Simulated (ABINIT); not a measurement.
# BaTiO3 (P4mm): a self-consistent loop beyond G0W0, cycle by cycle

Wanted: G0W0 and self-consistent gaps of BaTiO3 (P4mm), with the cost of the cycles.

Method: PBE and many-body steps on it, plane waves, in ABINIT 10.8.3.

Report form: the programs' logs are mostly left out.

The database entry behind the starting cell differs from later determinations by our own check (c/a about 0.6 % short), so it need not match the best structure at ambient conditions.

## Step 1: Set-up

It takes space group P4mm (No. 99, tetragonal). Conventional cell: a = 4.000 Å, b = 4.000 Å, c = 4.018 Å, α = 90.00°, β = 90.00°, γ = 90.00°. Nearest to Ba lie 12 O at 2.79 to 2.88 Å. Nearest to Ti lie 6 O at 1.89 to 2.13 Å. O has 2 Ti at 1.89 to 2.13 Å and 4 Ba at 2.83 Å nearest. Nearest to O lie 2 Ti at 2.00 Å and 4 Ba at 2.79 to 2.88 Å. Farther neighbours and most contacts between anions are not listed.

The cell and positions come from the Crystallography Open Database and are kept as given unless a step says otherwise. Spin-orbit coupling is left out unless a step names it.

## Step 2: Empty states on the mesh, 4×4×4 mesh, 128 bands

This step: ABINIT 10.8.3; DFT, PBE, plane waves, norm-conserving pseudopotentials.

The sums over transitions need many empty states on a uniform mesh; this step solves for them.

Contents of run.abi:

```
acell 3*1.0 Angstrom
rprim 
  3.999800000000 0.000000000000 0.000000000000
  0.000000000000 3.999800000000 0.000000000000
  0.000000000000 0.000000000000 4.018000000000
ntypat 3
znucl 56 22 8
natom 5
typat 1 2 3 3 3
xred 
  0.000000000000 0.000000000000 0.000000000000
  0.500000000000 0.500000000000 0.490000000000
  0.500000000000 0.500000000000 0.019000000000
  0.500000000000 0.000000000000 0.517000000000
  0.000000000000 0.500000000000 0.517000000000
pp_dirpath "pseudos"
pseudos "Ba.upf, Ti.upf, O.upf"
ecut 38
ngkpt 4 4 4
nshiftk 1
shiftk 0 0 0
kptopt 1
chksymbreak 0
iscf -2
irdden 1
istwfk *1
nband 128
nbdbuf 10
tolwfr 1e-09
nstep 60
prtvol 0
indata_prefix "in"
outdata_prefix "out"
tmpdata_prefix "tmp"
```

Command:

```console
$ OMP_NUM_THREADS=1 mpirun -n 8 abinit run.abi > log
```

The job ended after 1.7 min (8 MPI ranks of Arm Neoverse N1, shared host; peak memory 0.71 GiB; 14 min of CPU time).

Numbers from this step:

```
gap                                                           : 1.826 eV
k of the valence top                                          : 0.5, 0.5, 0.5
k of the conduction bottom                                    : 0, 0, 0
least direct gap                                              : 2.106 eV
k points computed                                             : 18
lowest point of the top converged band, above the valence top : 65.4246 eV
```

On this mesh the gap is 1.826 eV.

The density comes from a self-consistent run that is not shown.

## Step 3: Screening, 4×4×4 mesh, 118 bands, screening to 130.6 eV

The RPA dielectric matrix is built and inverted for each q.

This step: RPA screening on PBE, plane waves, norm-conserving pseudopotentials.

run.abi: that of step 2 with these lines changed.

```diff
@@ -23,10 +23,11 @@
 chksymbreak 0
-iscf -2
-irdden 1
 istwfk *1
-nband 128
-nbdbuf 10
-tolwfr 1e-09
-nstep 60
-prtvol 0
+occopt 1
+irdwfk 1
+optdriver 3
+nband 118
+ecuteps 4.8
+inclvkb 2
+awtr 1
+symchi 1
 indata_prefix "in"
```

Wall time 3 min (8 MPI ranks); peak memory 3 GiB.

Numbers from this step:

```yaml
eps_infinity_with_local_fields_on_this_mesh_along_the_program_s_q_direction: 6.184
the_same_without_local_fields: 6.737
plasma_frequency: 29.29 eV
plane_waves_in_the_screening_matrix: 203
```

Local fields lower ε∞ by 8 %. On a Γ-centred mesh this coarse the value itself is usually too large, while a short band sum pulls it down.

## Step 4: G0W0

The self-energy is evaluated for the states that the input lists, and the levels follow from it, in one-shot runs by the linearised quasiparticle equation.

This step: G0W0 on PBE, plane waves, norm-conserving pseudopotentials.

run.abi: that of step 3 with these lines changed.

```diff
@@ -26,8 +26,17 @@
 irdwfk 1
-optdriver 3
+optdriver 4
 nband 118
+gwcalctyp 0
+ecutsigx 38
+symsigma 1
+nkptgw 2
+kptgw 
+  0.5000000000 0.5000000000 0.5000000000
+  0.0000000000 0.0000000000 0.0000000000
+bdgw 
+  18 23
+  19 23
 ecuteps 4.8
-inclvkb 2
-awtr 1
-symchi 1
+irdscr 1
+ppmodel 1
 indata_prefix "in"
```

The job ended after 18 s (8 MPI ranks; peak memory 2 GiB).

Numbers from this step:

```yaml
g0w0_gap_on_the_points_computed: 3.288 eV
starting_gap_on_the_mesh: 1.826 eV
k_of_the_valence_top: 0.5, 0.5, 0.5
k_of_the_conduction_bottom: 0, 0, 0
z_at_the_valence_top: 0.764
z_at_the_conduction_bottom: 0.778
least_direct_g0w0_gap_on_the_computed_points: 3.574 eV
```

The gap on the mesh goes from 1.83 eV to 3.29 eV, a correction of +1.46 eV.

## Step 5: evGW0, cycle 1

This step: evGW0 on PBE, plane waves, norm-conserving pseudopotentials.

run.abi: that of step 4 with these lines changed.

```diff
@@ -28,12 +28,44 @@
 nband 118
-gwcalctyp 0
+gwcalctyp 10
 ecutsigx 38
 symsigma 1
-nkptgw 2
+nkptgw 18
 kptgw 
+  0.0000000000 0.0000000000 0.0000000000
+  0.2500000000 0.0000000000 0.0000000000
+  0.5000000000 0.0000000000 0.0000000000
+  0.2500000000 0.2500000000 0.0000000000
+  0.5000000000 0.2500000000 0.0000000000
+  0.5000000000 0.5000000000 0.0000000000
+  0.0000000000 0.0000000000 0.2500000000
+  0.2500000000 0.0000000000 0.2500000000
+  0.5000000000 0.0000000000 0.2500000000
+  0.2500000000 0.2500000000 0.2500000000
+  0.5000000000 0.2500000000 0.2500000000
+  0.5000000000 0.5000000000 0.2500000000
+  0.0000000000 0.0000000000 0.5000000000
+  0.2500000000 0.0000000000 0.5000000000
+  0.5000000000 0.0000000000 0.5000000000
+  0.2500000000 0.2500000000 0.5000000000
+  0.5000000000 0.2500000000 0.5000000000
   0.5000000000 0.5000000000 0.5000000000
-  0.0000000000 0.0000000000 0.0000000000
 bdgw 
-  18 23
-  19 23
+  12 24
+  12 24
+  12 24
+  12 24
+  12 24
+  12 24
+  12 24
+  12 24
+  12 24
+  12 24
+  12 24
+  12 24
+  12 24
+  12 24
+  12 24
+  12 24
+  12 24
+  12 24
 ecuteps 4.8
```

The job ended after 8.2 min (8 MPI ranks; peak memory 4.4 GiB; 66 min of CPU time).

Numbers from this step:

```
quasiparticle gap on the mesh                         : 3.703 eV
gap of the density functional on the mesh             : 1.826 eV
k of the valence top                                  : 0.5, 0.5, 0.5
k of the conduction bottom                            : 0, 0, 0
Z at the valence top                                  : 0.764
Z at the conduction bottom                            : 0.778
least direct quasiparticle gap on the computed points : 3.99 eV
```

Against G0W0 in ABINIT (4×4×4 mesh, 118 bands, screening to 130.6 eV, Godby-Needs plasmon pole), the gap moves by +0.415 eV. This first cycle still uses the starting levels; it takes the full correction, at all points of the mesh, and its linearised value is 3.288 eV.

## Step 6: evGW0, cycle 2

The corrected levels of the last cycle go back in.

run.abi: that of step 5 with these lines changed.

```diff
@@ -73,2 +73,3 @@
 ppmodel 1
+irdqps 1
 indata_prefix "in"
```

Run time: 8.1 min. Hardware: 8 MPI ranks; peak memory 4.4 GiB; 65 min of CPU time.

Numbers from this step:

```yaml
quasiparticle_gap_on_the_mesh: 3.654 eV
gap_of_the_density_functional_on_the_mesh: 1.826 eV
k_of_the_valence_top: 0.5, 0.5, 0.5
k_of_the_conduction_bottom: 0, 0, 0
least_direct_quasiparticle_gap_on_the_computed_points: 3.937 eV
```

Against the cycle before, the gap moves by −0.049 eV.

## Step 7: evGW0, cycle 3

run.abi is that of step 6.

The job ended after 8.1 min (8 MPI ranks; peak memory 4.4 GiB; 65 min of CPU time).

This step gave:

| Property | Result |
| --- | --- |
| quasiparticle gap on the mesh | 3.635 eV |
| gap of the density functional on the mesh | 1.826 eV |
| k of the valence top | 0.5, 0.5, 0.5 |
| k of the conduction bottom | 0, 0, 0 |
| least direct quasiparticle gap on the computed points | 3.919 eV |

Against the cycle before, the gap moves by −0.019 eV.

## Step 8: evGW0, cycle 4

run.abi is that of step 7.

Run time: 8.1 min. Hardware: 8 MPI ranks; peak memory 4.4 GiB; 65 min of CPU time.

Numbers from this step:

```
quasiparticle gap on the mesh                         : 3.642 eV
gap of the density functional on the mesh             : 1.826 eV
k of the valence top                                  : 0.5, 0.5, 0.5
k of the conduction bottom                            : 0, 0, 0
least direct quasiparticle gap on the computed points : 3.926 eV
```

Against the cycle before, the gap moves by +0.007 eV.

## Step 9: Screening, 4×4×4 mesh, 118 bands, screening to 130.6 eV

This step: RPA screening on PBE, plane waves, norm-conserving pseudopotentials.

Contents of run.abi:

```
acell 3*1.0 Angstrom
rprim 
  3.999800000000 0.000000000000 0.000000000000
  0.000000000000 3.999800000000 0.000000000000
  0.000000000000 0.000000000000 4.018000000000
ntypat 3
znucl 56 22 8
natom 5
typat 1 2 3 3 3
xred 
  0.000000000000 0.000000000000 0.000000000000
  0.500000000000 0.500000000000 0.490000000000
  0.500000000000 0.500000000000 0.019000000000
  0.500000000000 0.000000000000 0.517000000000
  0.000000000000 0.500000000000 0.517000000000
pp_dirpath "pseudos"
pseudos "Ba.upf, Ti.upf, O.upf"
ecut 38
ngkpt 4 4 4
nshiftk 1
shiftk 0 0 0
kptopt 1
chksymbreak 0
istwfk *1
occopt 1
irdwfk 1
optdriver 3
nband 118
ecuteps 4.8
inclvkb 2
awtr 1
symchi 1
gwcalctyp 10
mbpt_sciss 2.088 eV
nqptdm 1
qptdm 
  0 0 0
indata_prefix "in"
outdata_prefix "out"
tmpdata_prefix "tmp"
```

Elapsed: 33 s, on 8 MPI ranks; peak memory 3 GiB; 4.4 min of CPU time.

This step gave:

| Quantity | Value |
| --- | --- |
| ε∞ with local fields, on this mesh, along the program's q direction | 4.872 |
| the same without local fields | 5.247 |
| plasma frequency | 29.29 eV |
| plane waves in the screening matrix | 203 |

This screening uses the functional's bands under a rigid shift, the mean opening of the cycle before.

## Step 10: Screening, 4×4×4 mesh, 118 bands, screening to 130.6 eV

This step: RPA screening on PBE from quasiparticle energies, plane waves, norm-conserving pseudopotentials.

run.abi: that of step 9 with these lines changed.

```diff
@@ -32,7 +32,23 @@
 symchi 1
+irdqps 1
 gwcalctyp 10
-mbpt_sciss 2.088 eV
-nqptdm 1
+nqptdm 17
 qptdm 
-  0 0 0
+  0.2500000000 0.0000000000 0.0000000000
+  0.5000000000 0.0000000000 0.0000000000
+  0.2500000000 0.2500000000 0.0000000000
+  0.5000000000 0.2500000000 0.0000000000
+  0.5000000000 0.5000000000 0.0000000000
+  0.0000000000 0.0000000000 0.2500000000
+  0.2500000000 0.0000000000 0.2500000000
+  0.5000000000 0.0000000000 0.2500000000
+  0.2500000000 0.2500000000 0.2500000000
+  0.5000000000 0.2500000000 0.2500000000
+  0.5000000000 0.5000000000 0.2500000000
+  0.0000000000 0.0000000000 0.5000000000
+  0.2500000000 0.0000000000 0.5000000000
+  0.5000000000 0.0000000000 0.5000000000
+  0.2500000000 0.2500000000 0.5000000000
+  0.5000000000 0.2500000000 0.5000000000
+  0.5000000000 0.5000000000 0.5000000000
 indata_prefix "in"
```

Contents of mrgscr.stdin:

```
2
merged
q0_SCR
out_SCR
1
```

Command:

```console
$ OMP_NUM_THREADS=1 mpirun -n 8 abinit run.abi > log; mrgscr < mrgscr.stdin
```

The job ended after 2.4 min (8 MPI ranks; peak memory 2.8 GiB; 19 min of CPU time).

This step gave:

```yaml
plasma_frequency: 29.29 eV
plane_waves_in_the_screening_matrix: 203
```

This screening reads the quasiparticle levels of the cycle before.

## Step 11: evGW, cycle 1

This step: evGW on PBE, plane waves, norm-conserving pseudopotentials.

run.abi: that of step 10 with these lines changed.

```diff
@@ -26,12 +26,10 @@
 irdwfk 1
-optdriver 3
+optdriver 4
 nband 118
-ecuteps 4.8
-inclvkb 2
-awtr 1
-symchi 1
-irdqps 1
 gwcalctyp 10
-nqptdm 17
-qptdm 
+ecutsigx 38
+symsigma 1
+nkptgw 18
+kptgw 
+  0.0000000000 0.0000000000 0.0000000000
   0.2500000000 0.0000000000 0.0000000000
@@ -53,2 +51,25 @@
   0.5000000000 0.5000000000 0.5000000000
+bdgw 
+  12 24
+  12 24
+  12 24
+  12 24
+  12 24
+  12 24
+  12 24
+  12 24
+  12 24
+  12 24
+  12 24
+  12 24
+  12 24
+  12 24
+  12 24
+  12 24
+  12 24
+  12 24
+ecuteps 4.8
+irdscr 1
+ppmodel 1
+irdqps 1
 indata_prefix "in"
```

Command:

```console
$ OMP_NUM_THREADS=1 mpirun -n 8 abinit run.abi > log
```

Run time: 8.1 min. Hardware: 8 MPI ranks; peak memory 4.4 GiB.

This step gave:

| Item | Value |
| --- | --- |
| quasiparticle gap on the mesh | 4.132 eV |
| gap of the density functional on the mesh | 1.826 eV |
| k of the valence top | 0.5, 0.5, 0.5 |
| k of the conduction bottom | 0, 0, 0 |
| least direct quasiparticle gap on the computed points | 4.385 eV |

Against G0W0 in ABINIT (4×4×4 mesh, 118 bands, screening to 130.6 eV, Godby-Needs plasmon pole), the gap moves by +0.844 eV.

## Step 12: Screening, 4×4×4 mesh, 118 bands, screening to 130.6 eV

This step: RPA screening on PBE, plane waves, norm-conserving pseudopotentials.

Contents of run.abi:

```
acell 3*1.0 Angstrom
rprim 
  3.999800000000 0.000000000000 0.000000000000
  0.000000000000 3.999800000000 0.000000000000
  0.000000000000 0.000000000000 4.018000000000
ntypat 3
znucl 56 22 8
natom 5
typat 1 2 3 3 3
xred 
  0.000000000000 0.000000000000 0.000000000000
  0.500000000000 0.500000000000 0.490000000000
  0.500000000000 0.500000000000 0.019000000000
  0.500000000000 0.000000000000 0.517000000000
  0.000000000000 0.500000000000 0.517000000000
pp_dirpath "pseudos"
pseudos "Ba.upf, Ti.upf, O.upf"
ecut 38
ngkpt 4 4 4
nshiftk 1
shiftk 0 0 0
kptopt 1
chksymbreak 0
istwfk *1
occopt 1
irdwfk 1
optdriver 3
nband 118
ecuteps 4.8
inclvkb 2
awtr 1
symchi 1
gwcalctyp 10
mbpt_sciss 2.597 eV
nqptdm 1
qptdm 
  0 0 0
indata_prefix "in"
outdata_prefix "out"
tmpdata_prefix "tmp"
```

The job ended after 33 s (8 MPI ranks; peak memory 3 GiB; 4.4 min of CPU time).

This step gave:

| Property | Result |
| --- | --- |
| ε∞ with local fields, on this mesh, along the program's q direction | 4.663 |
| the same without local fields | 5.011 |
| plasma frequency | 29.29 eV |
| plane waves in the screening matrix | 203 |

This screening uses the functional's bands under a rigid shift, the mean opening of the cycle before.

## Step 13: Screening, 4×4×4 mesh, 118 bands, screening to 130.6 eV

This step: RPA screening on PBE from quasiparticle energies, plane waves, norm-conserving pseudopotentials.

run.abi: that of step 12 with these lines changed.

```diff
@@ -32,7 +32,23 @@
 symchi 1
+irdqps 1
 gwcalctyp 10
-mbpt_sciss 2.597 eV
-nqptdm 1
+nqptdm 17
 qptdm 
-  0 0 0
+  0.2500000000 0.0000000000 0.0000000000
+  0.5000000000 0.0000000000 0.0000000000
+  0.2500000000 0.2500000000 0.0000000000
+  0.5000000000 0.2500000000 0.0000000000
+  0.5000000000 0.5000000000 0.0000000000
+  0.0000000000 0.0000000000 0.2500000000
+  0.2500000000 0.0000000000 0.2500000000
+  0.5000000000 0.0000000000 0.2500000000
+  0.2500000000 0.2500000000 0.2500000000
+  0.5000000000 0.2500000000 0.2500000000
+  0.5000000000 0.5000000000 0.2500000000
+  0.0000000000 0.0000000000 0.5000000000
+  0.2500000000 0.0000000000 0.5000000000
+  0.5000000000 0.0000000000 0.5000000000
+  0.2500000000 0.2500000000 0.5000000000
+  0.5000000000 0.2500000000 0.5000000000
+  0.5000000000 0.5000000000 0.5000000000
 indata_prefix "in"
```

mrgscr.stdin is that of step 10.

Command:

```console
$ OMP_NUM_THREADS=1 mpirun -n 8 abinit run.abi > log; mrgscr < mrgscr.stdin
```

It took 2.4 min on 8 MPI ranks; peak memory 2.8 GiB.

Numbers from this step:

```
plasma frequency                    : 29.29 eV
plane waves in the screening matrix : 203
```

This screening reads the quasiparticle levels of the cycle before.

[end of part 1 of 2]

[Paths, hosts, dates, memory and timing lines, banners, echoed tables and standing remarks are left out of the program output.]

[Logs are printed without paths, hosts, clocks, repeated set-up lines and the standing remarks that a program may print on its own settings, such as how far it seeks lower states.]

[Runs of the session that timed out or met a known fault of the program may be left out.]

[Hosts, paths, dates, database ids (printed as entryN), source tags and the programs' standing remarks are cut or masked in the printed files.]

[G0W0 gaps are taken among the corrected bands and points alone; a level outside them can change the order at an edge.]

[Where Ansatz stands beside ABINIT at settings called matched, ABINIT's density can come from a denser mesh and the files from another edition; pairs whose starting gaps differed by over 0.03 eV were left out, so agreement reads better than it is.]
